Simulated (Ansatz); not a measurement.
## TiTeSe monolayer, Janus under biaxial strain in the plane of the sheet

Wanted: the shifts of the zone-centre modes of TiTeSe monolayer, Janus with strain.

Method: DFT PBEsol, scalar-relativistic, plane waves, PAW; PAW set soft_1, in Ansatz 0.2.0.

## Step 1: Starting point

The cell holds 3 atoms: 1 Ti, 1 Se and 1 Te. Cell: a = 3.500 Å, b = 3.500 Å, c = 30.000 Å, α = 90.0°, β = 90.0°, γ = 120.0°. Vacuum lies along c. The height across the vacuum is the one that the program set for its solve, not the one typed.

As a file:

```cif
data_structure
_symmetry_space_group_name_H-M 'P 1'
_symmetry_Int_Tables_number 1
_cell_length_a 3.5000
_cell_length_b 3.5000
_cell_length_c 30.0000
_cell_angle_alpha 90.000
_cell_angle_beta 90.000
_cell_angle_gamma 120.000
_cell_volume 318.26
loop_
_atom_site_label
_atom_site_type_symbol
_atom_site_fract_x
_atom_site_fract_y
_atom_site_fract_z
_atom_site_occupancy
Ti1 Ti 0.00000 0.00000 0.33333 1
Se2 Se 0.33333 0.66667 0.38333 1
Te3 Te 0.66667 0.33333 0.28000 1
```

## Step 2: A rough relaxation first

The start is far from rest, so a relaxation with loose tolerances brings it close first. The program lengthens the typed cell of 20.0 Å along the normal to 30.0 Å, as its cut-off of the electrostatics needs, and moves no atom.

input.yaml

```yaml
crystal:
  lattice:
    - [3.5, 0.0, 0.0]
    - [-1.75, 3.03109, 0.0]
    - [0.0, 0.0, 20.0]
  atoms:
    - { symbol: Ti, position: [0.0, 0.0, 0.5] }
    - { symbol: Se, position: [0.333333, 0.666667, 0.575] }
    - { symbol: Te, position: [0.666667, 0.333333, 0.42] }
  periodic: [true, true, false]
kpoints:
  mp_grid: { grid: [6, 6, 1] }
hamiltonian:
  xc: pbesol
  pseudopotentials: { kind: paw, azcp: { folder: soft_1 }, xc_functional: pbe }
scf:
  occupations: { method: gaussian, width: 0.1 }
output:
  forces: true
  stress: true
  eigenvalues: true
relax:
  adjacent_minimum: "off"
  f_tol: 0.05
  max_steps: 80
  cell: { stress_2d_tol: 0.02 }
```

Run with:

```bash
$ ansatz run input.yaml --threads 4 --pin off --max-ram 16384MiB --backend cpu --events-out ev --progress --plain --runs-dir out
```

Numbers of over 12 decimals in the logs are rounded to 6 here.

The log of the run:

```text
[...]
F+E_penalty+E_count = -14802.42452178 eV   max|allowed force component| = 1.507e-3 eV/Å   (the final SCF, on the basis selected at the relaxed cell)
  cell:  # Å, volume = 336.0259 Å³
    - [3.596337, 0.0, 0]
    - [-1.798169, 3.114519, 0]
    - [0, 0, 30.0]
  atoms:
    - { symbol: Ti, position: [4.0412957531228426e-18, 0, 0.337011] }
    - { symbol: Se, position: [0.333333, 0.666667, 0.383855] }
    - { symbol: Te, position: [0.666667, 0.333333, 0.275800] }
[key lines of the parts left out:]
SCF converged after 9 iterations
Free energy (F): -14802.424522 eV
Fermi energy:    -5.016958 eV
P = ½ c Tr σ = -0.0015 N/m
```

Elapsed: 12 s, on 4 threads of Arm Neoverse V2, shared host; peak memory 0.65 GiB; 45 s of CPU time.

The steps of the relaxation:

```tsv
step	energy less that of the first step (eV)	largest force component (eV/Å)	volume (Å³)
1	0.0000	2.7407	318.26
2	-0.3695	0.3522	323.54
3	-0.3899	0.0923	330.75
4	-0.3908	0.1446	338.47
5	-0.3935	0.0200	335.48
6	-0.3936	0.0015	336.03
7*	-0.3942	0.0015	336.03
```

Relaxation steps marked * repeat the geometry before them on a plane-wave basis chosen anew for their cell, so energy and pressure can jump there.

The run keeps the 6 symmetry operations that it works with, so distortions that break them were not tested.

```tsv
cell as run	before	after	change
a (Å)	3.500	3.596	+2.8 %
b (Å)	3.500	3.596	+2.8 %
```

The atoms that moved most (Å, along periodic axes as changes of fractional coordinates times the final cell, across vacuum about the mean position):

```tsv
atom	dx	dy	dz	length
Te3	0.000	0.000	-0.126	0.126
Ti1	0.000	0.000	0.110	0.110
Se2	0.000	0.000	0.016	0.016
```

Final coordinates:

```
Ti Se Te
1.0
     3.59634    0.00000    0.00000
    -1.79817    3.11452    0.00000
     0.00000    0.00000   30.00000
Ti Se Te
1 1 1
Direct
  0.00000 0.00000 0.33701
  0.33333 0.66667 0.38386
  0.66667 0.33333 0.27580
```

This step gave:

```
gap on the k-mesh : 0 eV
area per atom     : 3.734 Å²
```

The relaxation ends with a largest force component of 0.0015 eV/Å.

## Step 3: Relaxation

The cell and atoms are relaxed, since residual forces and stress would shift the frequencies.

input.yaml

```yaml
crystal:
  lattice:
    - [3.5963372801, 0.0, 0.0]
    - [-1.7981686401, 3.1145194452, 0.0]
    - [0.0, 0.0, 30.0]
  atoms:
    - { symbol: Ti, position: [0.0, 0.0, 0.3370111316] }
    - { symbol: Se, position: [0.3333333333, 0.6666666667, 0.3838552319] }
    - { symbol: Te, position: [0.6666666667, 0.3333333333, 0.2758003031] }
  periodic: [true, true, false]
kpoints:
  mp_grid: { grid: [15, 15, 1] }
hamiltonian:
  xc: pbesol
  pseudopotentials: { kind: paw, azcp: { folder: soft_1 }, xc_functional: pbe }
scf:
  occupations: { method: gaussian, width: 0.1 }
output:
  forces: true
  stress: true
  eigenvalues: true
  write_density: true
  write_potential: true
  elf: true
  volumetric_format: npy
relax:
  adjacent_minimum: "off"
  f_tol: 0.005
  max_steps: 80
  cell: { stress_2d_tol: 0.02 }
```

The log of the run:

```text
[...]
Crystal: 3 atoms, lattice volume = 336.026 Å³
Basis set: ecut = 420 eV, 6485 PW (Γ), exchange–correlation on 50×50×432 points (8 copies of the dense FFT grid, shifted against one another)
Bands: 27, of which v1, the nominal top of the filled ones, is band 22 counted from 1 (21 counted from 0)
Symmetry: 6 space group operations
[...]
k-points: 27 of 225 (time reversal used)
[...]
SCF iter   1: F=—  HF=-14802.940990 eV  |F-HF|=—  |Δ(HF+E_count)|=         —  Δρ=1.66e-2  dr2=2.12e0  ethr=3.10e-3  ⟨swp⟩=14.2  Hψ=5047  notcnv=0
[...]
SCF iter  12: F=-14802.439650 eV  HF=-14802.439650 eV  |F-HF|=2.95e-10  |Δ(HF+E_count)|=   8.86e-9  Δρ=7.27e-8  dr2=1.15e-11  ethr=1.00e-12  ⟨swp⟩=8.3  Hψ=4614  notcnv=0
SCF 1 converged in 12 iterations: F = -14802.439650 eV  dr2 = 1.15e-11
[...]
relax step   1: F+E_penalty+E_count = -14802.43965036 eV  Δ(F+E_penalty+E_count) = +0.000e0 eV  max|allowed force component| = 6.668e-2 eV/Å  Δτ_max = 0.0000 Å  P = -0.331 N/m  Ω = 336.026 Å³  fix = [c, alpha, beta]  reactions: c -0.000 N/m  (12 SCF iters, dr2 threshold 1.00e-7 eV, accepted)
Crystal: 3 atoms, lattice volume = 332.062 Å³
Basis set: ecut = 420 eV, 6407 PW (Γ), exchange–correlation on 50×50×432 points (8 copies of the dense FFT grid, shifted against one another)
[...]
SCF iter   6: F=-14802.441783 eV  HF=-14802.441783 eV  |F-HF|=4.36e-8  |Δ(HF+E_count)|=   1.36e-6  Δρ=5.35e-6  dr2=9.76e-8  ethr=6.32e-10  ⟨swp⟩=20.6  Hψ=7729  notcnv=0
SCF 2 converged in 6 iterations: F = -14802.441783 eV  dr2 = 9.76e-8
  Residual-converged pass: ⟨swp⟩=1.0  Hψ=853  notcnv=0  max |occ|·‖R‖ = 7.0e-9 eV (tolerance 1.0e-8 eV)  dr2=9.76e-8  dr2_onsite=2.87e-8  max |Δocc| = 3.3e-11
relax step   2: F+E_penalty+E_count = -14802.44178315 eV  Δ(F+E_penalty+E_count) = -2.133e-3 eV  max|allowed force component| = 1.165e-1 eV/Å  Δτ_max = 0.0270 Å  P = -0.282 N/m  Ω = 332.062 Å³  energy of the carried Pulay correction = +1.529e-4 eV  fix = [c, alpha, beta]  reactions: c -0.000 N/m  (6 SCF iters, dr2 threshold 2.78e-7 eV, accepted)
Crystal: 3 atoms, lattice volume = 331.805 Å³
Basis set: ecut = 420 eV, 6383 PW (Γ), exchange–correlation on 50×50×432 points (8 copies of the dense FFT grid, shifted against one another)
[...]
SCF iter   5: F=-14802.442695 eV  HF=-14802.442695 eV  |F-HF|=2.12e-7  |Δ(HF+E_count)|=   1.93e-7  Δρ=5.42e-6  dr2=1.27e-7  ethr=6.82e-10  ⟨swp⟩=17.9  Hψ=8082  notcnv=0
SCF 3 converged in 5 iterations: F = -14802.442695 eV  dr2 = 1.27e-7
relax step   3: F+E_penalty+E_count = -14802.44269500 eV  Δ(F+E_penalty+E_count) = -9.118e-4 eV  max|allowed force component| = 2.602e-2 eV/Å  Δτ_max = 0.0077 Å  P = -0.104 N/m  Ω = 331.805 Å³  energy of the carried Pulay correction = +1.629e-4 eV  fix = [c, alpha, beta]  reactions: c -0.000 N/m  (5 SCF iters, dr2 threshold 3.00e-7 eV, accepted)
[...]
relax step   4: F+E_penalty+E_count = -14802.44280988 eV  Δ(F+E_penalty+E_count) = -1.149e-4 eV  max|allowed force component| = 1.227e-3 eV/Å  Δτ_max = 0.0011 Å  P = -0.006 N/m  Ω = 331.201 Å³  energy of the carried Pulay correction = +1.864e-4 eV  fix = [c, alpha, beta]  reactions: c -0.000 N/m  (5 SCF iters, dr2 threshold 4.23e-8 eV, accepted)
Basis set: ecut = 420 eV, 6383 PW (Γ), exchange–correlation on 48×48×432 points (8 copies of the dense FFT grid, shifted against one another)
[...]
SCF iter   1: F=—  HF=-14802.442556 eV  |F-HF|=—  |Δ(HF+E_count)|=         —  Δρ=8.32e-6  dr2=9.84e-8  ethr=1.76e-6  ⟨swp⟩=6.0  Hψ=7309  notcnv=0
eigensolver tolerance schedule: the retry pair's looser diagonalisation over-reported the residual by 7884.57 of it (diagonalisation noise at an unbounded share of the residual, at the tolerance the schedule requests for it); recorded, not acted on — ethr = c·dr2/N_el stays at c = 1.0e-1
[...]
SCF iter   2: F=—  HF=-14802.442625 eV  |F-HF|=—  |Δ(HF+E_count)|=   6.82e-5  Δρ=9.27e-6  dr2=3.42e-7  ethr=2.24e-10  ⟨swp⟩=5.9  Hψ=2507  notcnv=0
[...]
SCF iter   8: F=-14802.442625 eV  HF=-14802.442625 eV  |F-HF|=2.02e-10  |Δ(HF+E_count)|=  4.73e-11  Δρ=9.56e-9  dr2=3.42e-13  ethr=1.00e-12  ⟨swp⟩=12.7  Hψ=4601  notcnv=0
SCF 5 converged in 8 iterations: F = -14802.442625 eV  dr2 = 3.42e-13
relax step   5: F+E_penalty+E_count = -14802.44262465 eV  Δ(F+E_penalty+E_count) = +1.852e-4 eV  max|allowed force component| = 1.278e-3 eV/Å  Δτ_max = 0.0000 Å  P = -0.006 N/m  Ω = 331.201 Å³  fix = [c, alpha, beta]  reactions: c -0.000 N/m  stress off target by 5.58e-3 N/m on what of the cell is left free  SCF on the basis re-selected at this cell (its energy is not comparable with the rows above)  (8 SCF iters)
basis re-selected at this cell: Δ(F+E_penalty+E_count) = +1.852e-4 eV, ΔP = +0.001 N/m vs the last step (what re-selecting the basis moved, of the pressure what is left beyond the Pulay correction that the steps carried, after the strain that the cell walked since its last selection, with what the two solves' SCF thresholds leave and, on support functions, any second-order correction that the steps lacked; it is no measure of the basis error at this ecutwfc). The dense FFT grid was sized anew with the basis: this SCF ran on 24×24×216 points, the steps before it on 25×25×216, so part of this shift can come from that change (see relax.cell in the input reference). [rest of the remark cut]
WARN: The input density's exchange-correlation potential varies sharply where the density is thin. Do not read a vacuum level from v_tot or v_xc, or from such a field of the output density. On a cell that repeats whose density bears no net charge and no dipole along the vacuum's axis use v_es (v_loc + v_h of the components); under efield.dipole_correction with no amplitude use v_es + v_field, which holds any external [...]
SCF converged after 8 iterations
Free energy (F): -14802.442625 eV
[...]
Internal energy: -14802.437275 eV  (E = F + TS)
E sigma→0 (E₀):  -14802.439950 eV
Entropy (-TS):   -0.005350 eV (-1.783 meV/atom)
Fermi energy:    -4.897377 eV
[...]
--- Forces (eV/Å), atoms counted from 1 ---
  atom   1  Ti    -0.00000000     0.00000000    -0.00078264
  atom   2  Se    -0.00000000     0.00000000     0.00127773
  atom   3  Te     0.00000000     0.00000000    -0.00049509
  max |Σ_I F_I| component: 8.50e-9 eV/Å
--- 2D stress c σ (N/m, compression-positive) ---
       -0.005576       0.000000      -0.000000
        0.000000      -0.005576      -0.000000
       -0.000000      -0.000000      -0.000000
  P = ½ c Tr σ = -0.0056 N/m
--- Band table (eV; the first three rows and the last of 27) ---
  k-point 0: bands = [... 18 lower, -7.0901, -6.7967, -4.5003, -4.5003, -4.1491, -3.7571, -3.7571, -1.2708, ... 1 higher]
  k-point 1: bands = [... 18 lower, -7.0837, -6.5686, -4.8037, -4.6661, -4.2869, -3.6559, -3.6277, -1.6171, ... 1 higher]
  k-point 2: bands = [... 18 lower, -7.0720, -6.3584, -5.6280, -4.9662, -4.3935, -3.5694, -3.4431, -2.1747, ... 1 higher]
  k-point 26: bands = [... 18 lower, -8.9777, -7.9347, -7.3005, -7.0761, -3.8045, -3.7097, -3.6608, -2.4080, ... 1 higher]
--- Relaxed structure (4 steps of the walk, 4 accepted, 1 SCFs on fresh bases) ---
[...]
cell:  # Å, volume = 331.2008 Å³
    - [3.570424, 2.865953983809753e-11, 0]
    - [-1.785212, 3.092078, 0]
    - [0, 0, 30.0]
  atoms:
    - { symbol: Ti, position: [0, 0, 0.336962] }
    - { symbol: Se, position: [0.333333, 0.666667, 0.384521] }
    - { symbol: Te, position: [0.666667, 0.333333, 0.275183] }
```

Run time: 34 s. Hardware: 4 threads; peak memory 0.78 GiB; 2.2 min of CPU time.

The steps of the relaxation:

```tsv
step	energy less that of the first step (eV)	largest force component (eV/Å)	volume (Å³)
1	0.0000	0.0667	336.03
2	-0.0021	0.1165	332.06
3	-0.0030	0.0260	331.81
4	-0.0032	0.0012	331.20
5*	-0.0030	0.0013	331.20
```

Relaxation steps marked * repeat the geometry before them on a plane-wave basis chosen anew for their cell, so energy and pressure can jump there.

Forces are held to the 6 operations that the run works with; a distortion that breaks them can't arise in this run.

```tsv
cell as run	before	after	change
a (Å)	3.596	3.570	-0.7 %
b (Å)	3.596	3.570	-0.7 %
```

The atoms that moved most (Å, along periodic axes as changes of fractional coordinates times the final cell, across vacuum about the mean position):

```tsv
atom	dx	dy	dz	length
Se2	0.000	0.000	0.020	0.020
Te3	0.000	0.000	-0.019	0.019
```

Final coordinates:

```
Ti Se Te
1.0
     3.57042    0.00000    0.00000
    -1.78521    3.09208    0.00000
     0.00000    0.00000   30.00000
Ti Se Te
1 1 1
Cartesian
  0.0000 0.0000 10.1089
  0.0000 2.0614 11.5356
  1.7852 1.0307 8.2555
```

Numbers from this step:

| Property | Result |
| --- | --- |
| area per atom | 3.68 Å² |

Electrostatic potential energy in the ac plane at fractional y = 0.000, with atoms of Ti within 0.2 Å of it. With pseudopotentials it is smooth inside the atoms' cores, unlike the true potential.

Ten even steps from '0' (-17 eV) to '9' (0 eV), each cell a mean:
```
99999999999999
99999999999999
99999999999999
99999999999999
99999999999999
99999999999999
99999999999999
99999999999999
99999999999999
99999999999999
99999999999999
99999999999999
99999999999999
99999999999999
77887654567887
00013677653100
11235666664321
88876421246788
99999988899999
99999999999999
99999999999999
99999999999999
99999999999999
99999999999999
```
Columns run along a (3.6 Å; values clipped at the 3rd and 97th percentile), rows up along c (30.0 Å). Atoms in or near the plane, at fractional coordinates: Ti at (0.00, 0.34).

Valence density in the ac plane at fractional y = 0.000, with atoms of Ti within 0.2 Å of it. It is the smooth field of the valence electrons, not physical close to the nuclei.

Ten steps, logarithmic in the rise over the least value, from '_' (0.00 × 1e0 e/Å³) to '@' (6.40 × 1e0 e/Å³), each cell a mean:
```
____________________________
____________________________
____________________________
____________________________
____________________________
____________________________
____________________________
____________________________
____________________________
____________________________
____________________________
____________________________
____________________________
____________......__________
....::::----====------::::..
@@@@##++--------------**%%@@
%%##**==--------------==**##
..::::::----======----::::..
________..............______
____________________________
____________________________
____________________________
____________________________
____________________________
```
Columns run along a (3.6 Å), rows up along c (30.0 Å). Atoms in or near the plane, at fractional coordinates: Ti at (0.00, 0.34).

ELF in the ac plane at fractional y = 0.000, with atoms of Ti within 0.2 Å of it. It is the smooth field of the valence electrons, not physical close to the nuclei.

Ten even steps from '_' (0.00) to '@' (0.73), each cell a mean:
```
____________________________
____________________________
____________________________
____________________________
____________________________
____________________________
____________________________
____________________________
____________________________
____________________________
____________________________
____________________________
____________________________
______..::==++++==--::..____
__..::++%%@@@@@@@@@@##==::..
####**==--==******==::==####
==++======********++========
..::--**##%%######%%##++--::
______::==++####**++--..____
____________________________
____________________________
____________________________
____________________________
____________________________
```
Columns run along a (3.6 Å), rows up along c (30.0 Å). Atoms in or near the plane, at fractional coordinates: Ti at (0.00, 0.34).

(Part 1 of 3 ends here.)

[Logs are printed without paths, hosts, clocks, repeated set-up lines and the standing remarks that a program may print on its own settings, such as how far it seeks lower states.]

[Hosts, paths, dates, database ids (printed as entryN), source tags and the programs' standing remarks are cut or masked in the printed files.]
